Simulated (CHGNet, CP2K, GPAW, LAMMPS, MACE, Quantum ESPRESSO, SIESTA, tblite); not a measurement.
**Codes compared on glassy 72SiO2-17Al2O3-6BaO-6ZnO (mol %) (116 atoms)**

Wanted: errors and costs of other methods on glassy 72SiO2-17Al2O3-6BaO-6ZnO (mol %) (116 atoms). A plane-wave run serves as the reference.

Main program and level: Quantum ESPRESSO 7.5; Kohn-Sham DFT, PBE, SSSP efficiency 1.3.0 pseudopotentials, plane waves.

## (1) Starting point

The cell holds 116 atoms: 26 Si, 12 Al, 2 Ba, 2 Zn and 74 O. Cell: a = 11.782 Å, b = 11.782 Å, c = 11.782 Å, α = 90.0°, β = 90.0°, γ = 90.0°. 116 atoms (26 Si, 12 Al, 2 Ba, 2 Zn, 74 O) placed at random at 2.68 g/cm³, melted at 4000 K for 10 ps at fixed volume with the Morse and Coulomb pair potential with partial charges (Pedone, Malavasi, Menziani, Cormack and Segre, J. Phys. Chem. B 110, 11780 (2006)). Quenched from 4000 K to 300 K at 50 K/ps and fixed volume, held 5 ps.

## (2) Reference: Quantum ESPRESSO, plane waves

pw.in

```
&control
  calculation = 'scf'
  pseudo_dir = './pseudo'
  outdir = './tmp'
  disk_io = 'none'
  tprnfor = .true.
  tstress = .true.
/
&system
  ibrav = 0
  nat = 116
  ntyp = 5
  ecutwfc = 60
  ecutrho = 480
  nosym = .true.
  occupations = 'smearing'
  smearing = 'fd'
  degauss = 0.003675
/
&electrons
  conv_thr = 5.8e-07
  electron_maxstep = 100
  mixing_beta = 0.4
  mixing_mode = 'plain'
  diagonalization = 'david'
/
ATOMIC_SPECIES
Si 28.085 Si.upf
Al 26.982 Al.upf
Ba 137.327 Ba.upf
Zn 65.380 Zn.upf
O 15.999 O.upf
CELL_PARAMETERS angstrom
11.78160 0.00000 0.00000
0.00000 11.78160 0.00000
0.00000 0.00000 11.78160
ATOMIC_POSITIONS crystal
Si 0.88821 0.20618 0.98172
Si 0.93360 0.58867 0.99120
Si 0.50032 0.35852 0.94657
Si 0.82006 0.54309 0.42674
Si 0.92120 0.09645 0.53245
Si 0.68957 0.52640 0.95014
Si 0.10224 0.69001 0.65455
Si 0.14179 0.06247 0.39746
Si 0.55736 0.75676 0.88159
Si 0.42118 0.43248 0.69599
Si 0.23989 0.25621 0.74848
Si 0.10242 0.53640 0.19396
[... 100 atom lines left out ...]
O 0.90125 0.39457 0.71708
O 0.88286 0.92207 0.81823
O 0.83012 0.30506 0.90112
O 0.60286 0.63350 0.93203
K_POINTS gamma
```

The run is started by

```sh
$ OMP_NUM_THREADS=1 mpirun -np 4 pw.x -in pw.in > output.txt
```

The program printed:

```text
Program PWSCF
     gamma-point specific algorithms are used
     one sub-group per band group will be used
     scalapack distributed-memory algorithm (size of sub-group:  2*  2 procs)
     Parallelization info
     sticks:   dense  smooth     PW     G-vecs:    dense   smooth      PW
     Min        4731    2361    589               490065   173265   21634
     Max        4736    2364    592               490070   173272   21644
     Sum       18933    9449   2361              1960271   693069   86551
     bravais-lattice index     =            0
     lattice parameter (alat)  =      22.2640  a.u.
     unit-cell volume          =   11035.9423 (a.u.)^3
     number of atoms/cell      =          116
     number of atomic types    =            5
[... lines left out ...]
     scf convergence threshold =      5.8E-07
[... lines left out ...]
     number of k points=     1  Fermi-Dirac smearing, width (Ry)=  0.0037
[... lines left out ...]
     total energy              =   -5653.89095746 Ry
[... lines left out ...]
     total energy              =   -5661.40160389 Ry
[... lines left out ...]
     total energy              =   -5661.45653677 Ry
[... lines left out ...]
     c_bands:  1 eigenvalues not converged
[... lines left out ...]
     total energy              =   -5661.52451648 Ry
[... lines left out ...]
     total energy              =   -5661.52451679 Ry
[... lines left out ...]
   -23.7395 -23.4661 -17.7093 -17.5060 -17.3936 -16.8836 -16.7742 -16.7051
   -16.6770 -16.5923 -16.5164 -16.4576 -16.4287 -16.3466 -16.3147 -16.2137
   -16.1713 -16.0495 -16.0209 -15.9385 -15.8861 -15.8756 -15.8437 -15.7239
[...]
11.1755  11.1964  11.2466  11.2994  11.3416  11.3623  11.3868  11.4255
    11.5394  11.5527  11.6056  11.6376  11.6819  11.7174  11.7779  11.8301
    11.8561  11.8601
     the Fermi energy is     4.7572 ev
!    total energy              =   -5661.52451687 Ry
     estimated scf accuracy    <       0.00000017 Ry
     smearing contrib. (-TS)   =      -0.00000000 Ry
     internal energy E=F+TS    =   -5661.52451687 Ry
     The total energy is F=E-TS. E is the sum of the following terms:
     one-electron contribution =   -2835.31444180 Ry
     hartree contribution      =    1748.75105616 Ry
     xc contribution           =    -882.01563287 Ry
     ewald contribution        =   -1824.10759909 Ry
     one-center paw contrib.   =   -1868.83789927 Ry
     convergence has been achieved in  18 iterations
     Forces acting on atoms (cartesian axes, Ry/au):
     atom    1 type  1   force =    -0.03958801    0.09427396   -0.01706235
     atom    2 type  1   force =     0.09586267   -0.07350541   -0.08057677
     atom    3 type  1   force =     0.06124161    0.05583838   -0.02371226
[...]
atom  115 type  5   force =     0.02316151   -0.02161456    0.05564091
     atom  116 type  5   force =     0.01272571    0.00806498    0.00555879
     Total force =     1.056566     Total SCF correction =     0.000235
     Computing stress (Cartesian axis) and pressure
          total   stress  (Ry/bohr**3)                   (kbar)     P=       45.21
   0.00039067  -0.00000301  -0.00009388           57.47       -0.44      -13.81
  -0.00000301   0.00023758  -0.00001419           -0.44       34.95       -2.09
  -0.00009388  -0.00001419   0.00029381          -13.81       -2.09       43.22
     Message from routine punch:
     Nothing written, as per user request (disk_io='none')
```

Run time: 8.9 min. Hardware: 4 MPI ranks of Arm Neoverse V2, shared host; peak memory 5.9 GiB; 36 min of CPU time.

Banners, paths, timers and routine set-up lines are dropped from the logs unmarked, and long logs keep their key lines alone; longer cuts are marked.

Numbers from this run:

| Property | Result |
| --- | --- |
| r.m.s. force component | 1.456 eV/Å |
| longest force | 6.32 eV/Å |
| pressure | 4.521 GPa |
| gap (highest filled to lowest empty level) | 2.622 eV |

## (3) Structure statistics

Density 2.68 g/cm³, 14.10 Å³ an atom.

Pair distribution functions g(r), in bins of 0.2 Å:

```
r (Å)  total   O-O   O-Si  O-Al  O-Ba  O-Zn  Si-Si
 1.40   0.13  0.00   0.47  0.00  0.00  0.00   0.00
 1.60   3.73  0.00  12.35  1.58  0.00  0.00   0.00
 1.80   1.33  0.00   0.68  8.39  0.00  1.25   0.00
 2.00   0.22  0.00   0.00  1.13  0.00  3.12   0.00
 2.20   0.08  0.00   0.00  0.15  0.00  2.83   0.00
 2.40   0.22  0.55   0.00  0.00  0.00  0.00   0.00
 2.60   1.67  3.97   0.00  0.00  0.64  0.69   0.00
 2.80   0.97  2.08   0.00  0.18  2.21  0.00   0.00
 3.00   0.77  0.95   0.07  0.16  2.46  0.00   2.76
 3.20   1.04  0.85   0.36  0.87  1.72  0.45   3.77
 3.40   0.80  0.61   0.94  0.89  0.39  0.79   0.00
 3.60   0.80  0.61   1.04  1.01  2.02  1.03   0.00
 3.80   1.10  0.75   1.57  1.71  1.21  1.20   0.13
 4.00   1.20  0.70   1.79  1.56  0.28  2.20   1.08
 4.20   1.28  0.60   2.25  1.57  1.00  1.73   0.65
 4.40   0.96  0.62   1.16  1.60  1.36  1.37   0.69
 4.60   0.89  0.95   0.59  0.90  0.41  1.24   1.56
 4.80   1.04  1.52   0.66  0.48  1.71  1.54   1.08
 5.00   1.08  1.56   0.68  0.52  1.40  0.52   1.30
 5.20   1.01  1.43   0.52  0.74  0.96  0.81   1.13
 5.40   1.05  1.22   0.80  1.03  1.06  0.31   1.38
 5.60   1.01  0.95   1.02  1.15  1.00  0.71   0.92
 5.80   0.87  0.76   0.93  0.96  0.65  1.45   1.10
```

Bonds by pair of elements; cutoffs follow the first minimum of g(r), held within bounds set by covalent radii, and pairs that aren't listed don't count as bonded (cutoffs were set anew for this text, so counts can differ from the run's own analysis):

```csv
pair A-B,cutoff (Å),bonds,mean length (Å),spread (Å),shortest (Å),B about A,A about B
O-Si,2.12,104,1.62,0.053,1.49,1.41,4
O-Al,2.49,49,1.79,0.107,1.62,0.662,4.08
O-Ba,3.43,15,3.01,0.204,2.65,0.203,7.5
O-Zn,2.38,7,2.08,0.1,1.87,0.095,3.5
```

How many atoms have how many bonded neighbours:

```
element  mean   2   3   4  5  6  9
     Al  4.08   0   0  11  1  0  0
     Ba   7.5   0   0   0  0  1  1
      O  2.37  48  25   1  0  0  0
     Si     4   0   0  26  0  0  0
     Zn   3.5   0   1   1  0  0  0
```

Oxygen atoms by the number of network formers (Si, P, Ge, B, Al, As, Ga) bound to them:

```
network formers bound to O  O atoms  per cent
                         0        0         0
                         1        2       2.7
                         2       65      87.8
                         3        7       9.5
```

Network units: each former by its oxygen neighbours and how many of them bridge to another former:

```
former  O neighbours  bridging O  atoms
    Si             4           3      2
    Si             4           4     24
    Al             4           4     11
    Al             5           5      1
```

Rings of the network by King's shortest-path rule, up to 12 atoms, one path for each pair of neighbours; H, halogens, alkali and alkaline-earth atoms are left out, and the last column divides by all other atoms, bonded or not:

```
ring size (atoms)  rings  per network atom
                4      4             0.035
                6      4             0.035
                8     16              0.14
               10     24             0.211
               12     34             0.298
```

## (4) The ladder

The programs:
- CHGNet: machine-learned potential, published weights.
- CP2K 2026.2: Gaussian basis with GTH pseudopotentials and a plane-wave density; labels give functional, basis (MOLOPT sets; SR short-range, UZH the newer set with its own potentials), grid cutoff/relative cutoff and solver (OT: orbital transformation; TRS4, TC2, SIGN: linear-scaling purification with its sparsity filter), or its built-in tight binding.
- GPAW 26.7.0: PAW with atomic orbitals (LCAO), plane waves or a real-space grid of spacing h.
- MACE: machine-learned potential, published weights.
- SIESTA 5.4.2: numerical atomic orbitals, whose automatically made sets are far from complete, with PseudoDojo norm-conserving potentials that we converted to its format (checked against plane waves on the same files for H, C, O, Si, Ge and Ca alone); labels give functional, basis size, energy shift and mesh cutoff.
- tblite 0.8.0: extended tight binding, driven from Python.

All use the same cell and atoms; the electronic-structure runs use the same k-mesh, and an electronic temperature of 580 K (0.05 eV) where levels are smeared.

Differences are against the plane-wave reference, forces as r.m.s. over components; share is that over the reference's r.m.s. force, slope the least-squares factor from reference forces to these. Total energies of different programs have different zeros and aren't compared.

```csv
run,"Δ force, r.m.s. (meV/Å)",share (%),slope,Δ pressure (GPa),Δ gap (eV),cores,CPU time,memory (GiB)
reference,-,-,-,-,-,4,36 min,5.9
CHGNet r2SCAN potential,301,20.7,0.837,-4.26,-,1,3.8 s,1.4
"CP2K PBE, DZVP-MOLOPT-SR, 280/50 Ry, OT DIIS (coarse)",299,20.5,0.988,0.043,-0.0508,2,7 min,1.1
"CP2K PBE, DZVP-MOLOPT-SR, 800/50 Ry, diagonalisation",98.6,6.77,0.977,-0.234,-0.0258,4,6.8 min,10
"CP2K PBE, SZV-MOLOPT-SR, 800/50 Ry, OT DIIS (coarse)",1002,68.8,1.346,18.4,-0.101,2,8.5 min,3.6
"CP2K PBE, SZV-MOLOPT-SR, 800/50 Ry, TRS4 filter 1e-04, SCF 1e-05 (coarse)",1004,69.0,1.345,18.6,-,2,1.8 min,3.5
"CP2K PBE, SZV-MOLOPT-SR, 800/50 Ry, TRS4 filter 1e-05, SCF 1e-06 (coarse)",1004,68.9,1.347,18.4,-,2,2 min,3.5
"CP2K PBE, SZV-MOLOPT-SR, 800/50 Ry, TRS4 filter 1e-06, SCF 1e-06 (coarse)",1004,68.9,1.347,18.4,-,2,2.1 min,3.5
"GPAW PBE, LCAO dzp, h 0.18 Å",305,21.0,1.135,-,-0.168,2,4 min,2.5
"GPAW PBE, LCAO dzp, h 0.25 Å (coarse)",437,30.0,1.144,-,-0.176,2,2.4 min,1.7
MACE MP-0b2 small potential,97.4,6.69,0.971,-0.0099,-,1,5.9 s,0.69
MACE MP-0b3 medium potential,85.2,5.85,0.969,-0.171,-,1,8.8 s,1.2
"SIESTA PBE, DZP, shift 0.01 Ry, mesh 500 Ry",159,10.9,1.052,2.16,0.0783,4,8.8 min,3.4
"SIESTA PBE, SZP, shift 0.01 Ry, mesh 500 Ry (coarse)",412,28.3,1.202,7.09,0.628,2,6.1 min,2.5
"SIESTA PBEsol, DZP, shift 0.01 Ry, mesh 500 Ry",127,8.70,1.031,-0.762,0.039,4,8.7 min,3.4
tblite GFN1-xTB,659,45.2,0.962,-7.67,-,1,10 s,0.15
```

Rows marked coarse were listed beforehand as settings not expected to be converged; some can still land near the reference.

Times of the machine-learned potentials are mostly Python's start and the loading of weights.

CPU time is summed over cores on a shared host, where runs went side by side, so it is rough. Symmetry, cutoffs, thresholds, outputs and thread counts weren't matched or tuned between programs; memory under MPI is the largest rank's times the ranks.

Left out of the table, since they converged to an unphysical state: CP2K GFN1-xTB, OT DIIS (forces off by up to 60 eV/Å).

Mean charges by element (e), by run and scheme:

```
                                                 run     scheme     Si     Al     Ba     Zn      O
CP2K PBE, DZVP-MOLOPT-SR, 800/50 Ry, diagonalisation   Mulliken  +0.79  +1.19  +1.51  +0.76  -0.53
CP2K PBE, DZVP-MOLOPT-SR, 800/50 Ry, diagonalisation  Hirshfeld  +0.53  +0.52  +0.65  +0.65  -0.31
         SIESTA PBE, DZP, shift 0.01 Ry, mesh 500 Ry  Hirshfeld  +0.40  +0.38  +0.63  +0.94  -0.25
      SIESTA PBEsol, DZP, shift 0.01 Ry, mesh 500 Ry  Hirshfeld  +0.39  +0.36  +0.62  +0.93  -0.24
                                     tblite GFN1-xTB   Mulliken  +0.93  +1.10  +1.15  +1.08  -0.56
```

Within one program, basis, potentials and functional, energies share a zero. Each run against its twin at the usual cutoff or grid and solver:

```
                                                             run                                        twin  Δ energy (meV/atom)  Δ force, r.m.s. (meV/Å)        CPU time over the twin's
                    CP2K PBE, DZVP-MOLOPT-SR, 280/50 Ry, OT DIIS  DZVP-MOLOPT-SR, 800/50 Ry, diagonalisation                -8.08                      281  1.0 (this twin ran on 4 cores)
CP2K PBE, SZV-MOLOPT-SR, 800/50 Ry, TRS4 filter 1e-04, SCF 1e-05           SZV-MOLOPT-SR, 800/50 Ry, OT DIIS                 9.22                     33.2                            0.21
CP2K PBE, SZV-MOLOPT-SR, 800/50 Ry, TRS4 filter 1e-05, SCF 1e-06           SZV-MOLOPT-SR, 800/50 Ry, OT DIIS               0.0274                     6.52                            0.24
CP2K PBE, SZV-MOLOPT-SR, 800/50 Ry, TRS4 filter 1e-06, SCF 1e-06           SZV-MOLOPT-SR, 800/50 Ry, OT DIIS                0.024                     6.51                            0.25
                                    GPAW PBE, LCAO dzp, h 0.25 Å                          LCAO dzp, h 0.18 Å                  314                      294                             0.6
```

## (5) Results

| Quantity | Value |
| --- | --- |
| reference r.m.s. force component | 1.46 eV/Å |
| nearest in forces | MACE MP-0b3 medium potential, 5.8 % |
| farthest in forces | a tie at 69 % of 4 runs: CP2K PBE, SZV-MOLOPT-SR, 800/50 Ry, OT DIIS (coarse); CP2K PBE, SZV-MOLOPT-SR, 800/50 Ry, TRS4 filter 1e-04, SCF 1e-05 (coarse); CP2K PBE, SZV-MOLOPT-SR, 800/50 Ry, TRS4 filter 1e-05, SCF 1e-06 (coarse); others |
| cheapest electronic-structure run beside the reference | tblite GFN1-xTB, 10 s of CPU time |

**Reading.** The PBE runs in local orbitals, coarse settings apart, differ by 6.8 % (CP2K PBE, DZVP-MOLOPT-SR, 800/50 Ry, diagonalisation) to 21 % (GPAW PBE, LCAO dzp, h 0.18 Å); basis, grid and potentials can all enter. Tight binding differs by 45 % (tblite GFN1-xTB); it is another model, with fitted parameters of its own, and the xTB methods hold dispersion. Machine-learned potentials differ by 5.8 % (MACE MP-0b3 medium potential) to 21 % (CHGNet r2SCAN potential); they were trained on other programs' data, some at another functional. Rows with another functional or a dispersion term differ by 8.7 % (SIESTA PBEsol, DZP, shift 0.01 Ry, mesh 500 Ry), which mixes the change of model with differences of basis and potentials. Runs with settings chosen to be coarse differ by 21 % (CP2K PBE, DZVP-MOLOPT-SR, 280/50 Ry, OT DIIS) to 69 % (CP2K PBE, SZV-MOLOPT-SR, 800/50 Ry, TRS4 filter 1e-04, SCF 1e-05), their programs' other errors included. Of the electronic-structure runs that take under half the reference's CPU time, CP2K PBE, DZVP-MOLOPT-SR, 800/50 Ry, diagonalisation comes nearest, at 6.8 % in 6.8 min against 36 min. SIESTA PBE, SZP, shift 0.01 Ry, mesh 500 Ry stiffens the forces by a factor of 1.20 while following their directions (correlation 0.987); the slopes of the 3 SIESTA runs lie between 1.03 and 1.20. At the same functional, gaps differ from the reference's 2.62 eV by between -0.18 and +0.63 eV. A likely cause of the wide gaps: compact atomic orbitals describe empty levels worse than filled ones. In pressure, CP2K PBE, SZV-MOLOPT-SR, 800/50 Ry, TRS4 filter 1e-04, SCF 1e-05 misses by +18.6 GPa, at the same functional. Charges hang on model, scheme and program or settings: among these rows the mean for Ba runs from +0.62 to +1.51 e. With TRS4, tightening the sparsity filter from 1e-04 to 1e-06, and the SCF threshold with it, takes the force difference from the cubic solver from 33 to 6.5 meV/Å, and the CPU time from 0.21 to 0.25 times the cubic solver's. In the reference: filled and empty levels are parted by 2.62 eV (on the run's k-points); a semilocal functional tends to put such gaps too low. In a disordered cell it changes from sample to sample, and tail or defect levels can set it. In the reference: for some of the pairs, g(r) has its first main peak near 2.6 Å (O-O), 1.6 Å (O-Si), 1.8 Å (O-Al), 2.9 Å (O-Ba), 2.1 Å (O-Zn) and 3.1 Å (Si-Si). Periodic xTB results under one method name differ between programs and library versions. The potentials hold different valence shells: 644 electrons in the reference, 628 in GPAW and 628 in CP2K with SZV-MOLOPT-SR; this bears on time and differences. The reference's pressure holds the uncorrected Pulay stress of its 60 Ry basis, so small pressure differences, and their order, may be the reference's own error. Machine-learned potentials mimic data converged in k, so the reference's own k-point error enters their differences. The quench rate of 50 K/ps is many orders above laboratory rates, so the cell is likely richer in defects and strain than a real sample. The network of bonds at the start is that of the classical potential that made the cell, and needn't be the one that DFT or experiment would give. The electronic-structure runs sample only Γ, in a cell whose shortest periodic width is 12 Å. Spin–orbit coupling is left out, which matters for the levels of the heavy elements.

[Also dropped from logs without a mark: logging warnings of Python, and SIESTA's first energy breakdown and zero terms.]

[Logs are printed without paths, hosts, clocks, repeated set-up lines and the standing remarks that a program may print on its own settings, such as how far it seeks lower states.]

[Hosts, paths, dates, database ids (printed as entryN), source tags and the programs' standing remarks are cut or masked in the printed files.]
